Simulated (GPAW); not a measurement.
# Al2O3 (Corundum): dielectric function

Aim: the dielectric function of Al2O3 (Corundum), with and without local fields.

Program: GPAW 26.7.0. Level of theory: PBE and many-body steps on it, plane waves. Results are calculated unless marked as measured.

**What was measured.**

- ε∞ 3: high-frequency dielectric constant, planar response; infrared reflectance with oscillator fit; bulk crystal (bare r-plane substrate) (“A Controllable and Highly Propagative Hybrid Surface Plasmon-Phonon Polariton in a CdZnO-based Two-Interface System”, 2019, arxiv:1905.08660).

- ε∞ 3.068: E perpendicular to c (ordinary); generalized spectroscopic ellipsometry; 300 K; bulk crystal (polished m-plane sapphire substrate) (“Anisotropic dielectric functions, band-to-band transitions, and critical points in alpha-Ga2O3”, 2021, arxiv:2101.06595).

- ε∞ 3.042: E parallel to c (extraordinary); generalized spectroscopic ellipsometry; 300 K; bulk crystal (polished m-plane sapphire substrate) (“Anisotropic dielectric functions, band-to-band transitions, and critical points in alpha-Ga2O3”, 2021, arxiv:2101.06595).

Most raw output is cut from this account.

### 1. Set-up

It takes space group R-3c (No. 167, trigonal). The conventional cell has a = 4.760 Å, b = 4.760 Å, c = 12.996 Å, α = 90.00°, β = 90.00°, γ = 120.00°. Al has 6 O at 1.85 to 1.97 Å nearest. O has 4 Al at 1.85 to 1.97 Å nearest. Farther neighbours and most contacts between anions are not listed.

Structure file:

```
Al O
1.0
     2.38025    1.37424    4.33187
    -2.38025    1.37424    4.33187
     0.00000   -2.74848    4.33187
Al O
4 6
Direct
  0.35216 0.35216 0.35216
  0.14784 0.14784 0.14784
  0.64784 0.64784 0.64784
  0.85216 0.85216 0.85216
  0.55668 0.94332 0.25000
  0.25000 0.55668 0.94332
  0.94332 0.25000 0.55668
  0.44332 0.05668 0.75000
  0.75000 0.44332 0.05668
  0.05668 0.75000 0.44332
```

The cell and positions come from the Crystallography Open Database and are kept as given unless a step says otherwise.

### 2. Empty states on the mesh, 8×8×8 mesh, 113 bands

This step: GPAW 26.7.0; DFT, PBE, plane waves, PAW.

The sums over transitions need many empty states on a uniform mesh; this step solves for them.

Contents of run.py:

```python
import json
import numpy as np
from gpaw.mpi import world
from gpaw import GPAW

calc = GPAW('gs.gpw').fixed_density(kpts={'size': (8, 8, 8), 'gamma': True},
    nbands=131,
    convergence={'bands': 113},
    txt='nscf.txt')
calc.write('full.gpw', mode='all')
res = {}
kpts = calc.get_ibz_k_points()
res['kpts'] = kpts
res['eigenvalues'] = [calc.get_eigenvalues(kpt=k) for k in range(len(kpts))]
res['n_electrons'] = calc.get_number_of_electrons()

if world.rank == 0:
    with open('result.json', 'w') as f:
        json.dump(res, f, default=lambda x: x.tolist())
```

Launch:

```sh
$ mpirun -n 4 gpaw python run.py
```

The job ended after 3.9 min (4 MPI ranks of Arm Neoverse V2, shared host; peak memory 1.5 GiB).

Numbers from this step:

```yaml
gap: 6.226 eV
k_of_the_valence_top: 0, 0, 0
k_of_the_conduction_bottom: 0, 0, 0
least_direct_gap: 6.226 eV
k_points_computed: 90
lowest_point_of_the_top_converged_band_above_the_valence_top: 52.4456 eV
```

On this mesh the gap is 6.226 eV.

### 3. RPA response

The response function is computed on a frequency grid, with local fields up to the given cutoff.

This step: linear response, RPA, on PBE, plane waves, PAW.

Contents of run.py:

```python
import json
import numpy as np
from gpaw.mpi import world
from gpaw.response.df import DielectricFunction

df = DielectricFunction('full.gpw',
    ecut=50,
    nbands=113,
    eta=0.2,
    frequencies={'type': 'nonlinear', 'domega0': 0.05, 'omega2': 10.0},
    intraband=False,
    txt='df.txt')
res = {'optical': {}, 'eels': []}
for d in 'xz':
    y0, y = df.get_dielectric_function(direction=d, xc='RPA', filename=None)
    res['optical'][d] = [y0.real, y0.imag, y.real, y.imag]
res['w'] = df.get_frequencies()
for q_c in [[0.125, 0, 0], [0.25, 0, 0], [0.5, 0, 0], [0.75, 0, 0], [1.25, 0, 0]]:
    res['eels'].append(df.get_eels_spectrum(q_c=q_c, xc='RPA', filename=None))

if world.rank == 0:
    with open('result.json', 'w') as f:
        json.dump(res, f, default=lambda x: x.tolist())
```

Launch:

```sh
$ mpirun -n 4 gpaw python run.py
```

It took 8 min on 4 MPI ranks; peak memory 1.6 GiB; 32 min of CPU time.

This step gave:

* ε at zero frequency: 3.088
* the same without local fields: 3.245

The static value is 3.09.

The ε₂ has structure finer than the step of the table below, so its rows give means over 2.5 eV, whole bins alone (the curve runs from 0 to 39.8 eV). Peaks (eV: height): xx, no local fields 11.40: 5.21; xx, local fields 11.40: 4.82; zz, no local fields 11.20: 4.58, 15.80: 5.30; zz, local fields 11.20: 4.44, 16.00: 4.14.

RPA, broadening 0.2 eV. The ε₂ by photon energy; means over each step:

```
photon energy (eV)  xx, no local fields  xx, local fields  zz, no local fields  zz, local fields
               2.5               0.0170            0.0161               0.0164            0.0157
               5.0               0.0709            0.0701               0.0706            0.0703
               7.5                0.774             0.807                0.768             0.803
              10.0                 2.95              2.90                 2.80              2.81
              12.5                 4.51              3.89                 3.96              3.44
              15.0                 3.89              2.99                 4.56              3.40
              17.5                 3.16              2.89                 3.10              3.02
              20.0                 1.51              1.73                 1.42              1.62
              22.5                0.744             0.829                0.745             0.823
              25.0                0.479             0.516                0.503             0.543
              27.5                0.394             0.403                0.395             0.398
              30.0                0.409             0.404                0.432             0.441
              32.5                0.337             0.326                0.330             0.344
              35.0                0.269             0.260                0.193             0.196
              37.5                0.244             0.247                0.191             0.181
```

The loss function has structure finer than the step of the table below, so its rows give means over 1 eV, whole bins alone (the curve runs from 0 to 39.8 eV). Peaks (eV: height): xx 24.8: 1.95; zz 25.2: 1.83, 32.2: 1.34.

Optical limit, local fields. The loss function by energy loss; means over each step:

```
energy loss (eV)       xx       zz
               1   5.8e-4   5.7e-4
               2  0.00119  0.00118
               3  0.00189  0.00188
               4  0.00278  0.00278
               5  0.00421  0.00425
               6   0.0107   0.0111
               7   0.0343   0.0356
               8   0.0489   0.0506
               9   0.0593   0.0593
              10   0.0833   0.0841
              11    0.125    0.140
              12    0.190    0.209
              13    0.259    0.220
              14    0.285    0.242
              15    0.286    0.248
              16    0.289    0.237
              17    0.330    0.307
              18    0.362    0.368
              19    0.402    0.404
              20    0.534    0.573
              21    0.691    0.725
              22    0.978     1.01
              23     1.32     1.34
              24     1.62     1.57
              25     1.89     1.81
              26     1.81     1.78
              27     1.48     1.60
              28     1.22     1.20
              29     1.08     1.04
              30     1.06     1.05
              31     1.02     1.07
              32    0.993     1.27
              33    0.868     1.07
              34    0.701    0.838
              35    0.630    0.589
              36    0.568    0.436
              37    0.545    0.411
              38    0.525    0.380
              39    0.451    0.336
```

RPA, local fields; q along the first reciprocal vector. The -Im 1/eps(q) by energy loss; read off at these points:

```
energy loss (eV)  q = 0.200 1/A  q = 0.400 1/A  q = 0.799 1/A  q = 1.199 1/A  q = 1.999 1/A
             0.0              0              0              0              0              0
             2.0        0.00115        0.00108         8.9e-4         7.3e-4         4.9e-4
             4.0        0.00266        0.00245        0.00197        0.00157        0.00108
             6.0        0.00717        0.00555        0.00370        0.00279        0.00191
             8.0         0.0458         0.0403         0.0155        0.00691        0.00446
            10.0         0.0821         0.0757         0.0628         0.0312         0.0250
            12.0          0.183          0.172          0.140          0.107         0.0816
            14.0          0.268          0.245          0.193          0.165          0.136
            16.0          0.278          0.273          0.237          0.230          0.198
            18.0          0.361          0.379          0.405          0.372          0.266
            20.0          0.528          0.555          0.608          0.610          0.376
            22.0          0.950          0.935          0.859          0.763          0.414
            24.0           1.53           1.39           1.06          0.745          0.358
            24.8           1.81           1.64           1.17          0.722          0.344
            25.4           1.80           1.67           1.17          0.687          0.324
            26.0           1.78           1.62           1.14          0.691          0.327
            28.0           1.20           1.14          0.976          0.774          0.377
            30.0           1.07           1.06           1.00          0.827          0.494
            32.0           1.06           1.08           1.09          0.936          0.555
            34.0          0.751          0.773          0.831          0.816          0.543
            36.0          0.582          0.599          0.669          0.738          0.511
            38.0          0.554          0.562          0.625          0.685          0.474
```

### 4. ALDA response

This step: linear response, ALDA, on PBE, plane waves, PAW.

Changes to run.py since step 3:

```diff
@@ -14,7 +14,7 @@
 for d in 'xz':
-    y0, y = df.get_dielectric_function(direction=d, xc='RPA', filename=None)
+    y0, y = df.get_dielectric_function(direction=d, xc='ALDA', filename=None)
     res['optical'][d] = [y0.real, y0.imag, y.real, y.imag]
 res['w'] = df.get_frequencies()
-for q_c in [[0.125, 0, 0], [0.25, 0, 0], [0.5, 0, 0], [0.75, 0, 0], [1.25, 0, 0]]:
-    res['eels'].append(df.get_eels_spectrum(q_c=q_c, xc='RPA', filename=None))
+for q_c in [[0.5, 0, 0]]:
+    res['eels'].append(df.get_eels_spectrum(q_c=q_c, xc='ALDA', filename=None))
```

Launch:

```sh
$ mpirun -n 4 gpaw python run.py
```

The job ended after 98 s (4 MPI ranks; peak memory 1.6 GiB; 6.5 min of CPU time).

This step gave:

```
ε at zero frequency           : 3.138
the same without local fields : 3.245
```

The static value is 3.14.

The ε₂ has structure finer than the step of the table below, so its rows give means over 2 eV, whole bins alone (the curve runs from 0 to 39.8 eV). Peaks (eV: height): xx, no local fields 11.4: 5.21; xx, local fields 11.4: 4.92; zz, no local fields 11.2: 4.58, 15.8: 5.30; zz, local fields 11.2: 4.47, 16.0: 4.57.

ALDA, broadening 0.2 eV. The ε₂ by photon energy; means over each step:

```
photon energy (eV)  xx, no local fields  xx, local fields  zz, no local fields  zz, local fields
                 2               0.0128            0.0123               0.0124            0.0119
                 4               0.0341            0.0331               0.0331            0.0323
                 6                0.224             0.228                0.233             0.237
                 8                0.978              1.01                0.942             0.966
                10                 2.89              2.87                 2.79              2.79
                12                 4.83              4.43                 3.99              3.73
                14                 3.80              3.23                 4.17              3.48
                16                 3.89              3.36                 4.50              3.94
                18                 2.84              2.81                 2.68              2.77
                20                 1.48              1.65                 1.37              1.53
                22                0.821             0.893                0.820             0.881
                24                0.561             0.597                0.586             0.617
                26                0.416             0.437                0.435             0.456
                28                0.399             0.405                0.402             0.396
                30                0.413             0.412                0.431             0.446
                32                0.360             0.358                0.368             0.387
                34                0.282             0.279                0.229             0.238
                36                0.261             0.264                0.182             0.180
                38                0.234             0.244                0.191             0.187
```

### 5. RPA response, local-field cutoff (8×8×8 mesh, 113 bands, screening to 5 eV, broadening 0.2 eV)

This step: linear response, RPA, on PBE, plane waves, PAW.

Changes to run.py since step 4:

```diff
@@ -6,3 +6,3 @@
 df = DielectricFunction('full.gpw',
-    ecut=50,
+    ecut=5,
     nbands=113,
@@ -14,3 +14,3 @@
 for d in 'xz':
-    y0, y = df.get_dielectric_function(direction=d, xc='ALDA', filename=None)
+    y0, y = df.get_dielectric_function(direction=d, xc='RPA', filename=None)
     res['optical'][d] = [y0.real, y0.imag, y.real, y.imag]
@@ -18,3 +18,3 @@
 for q_c in [[0.5, 0, 0]]:
-    res['eels'].append(df.get_eels_spectrum(q_c=q_c, xc='ALDA', filename=None))
+    res['eels'].append(df.get_eels_spectrum(q_c=q_c, xc='RPA', filename=None))
```

Launch:

```sh
$ mpirun -n 4 gpaw python run.py
```

It took 90 s on 4 MPI ranks; peak memory 1.4 GiB.

This step gave:

- ε at zero frequency: 3.245
- the same without local fields: 3.245

The static value is 3.24.

(Continued in part 2 of 2.)

[Paths, hosts, dates, memory and timing lines, banners, echoed tables and standing remarks are left out of the program output.]

[Logs are printed without paths, hosts, clocks, repeated set-up lines and the standing remarks that a program may print on its own settings, such as how far it seeks lower states.]

[Runs of the session that timed out or met a known fault of the program may be left out.]

[No measured gap is set beside runs whose start may be inverted or whose files or cutoffs have a known fault.]

[Hosts, paths, dates, database ids (printed as entryN), source tags and the programs' standing remarks are cut or masked in the printed files.]
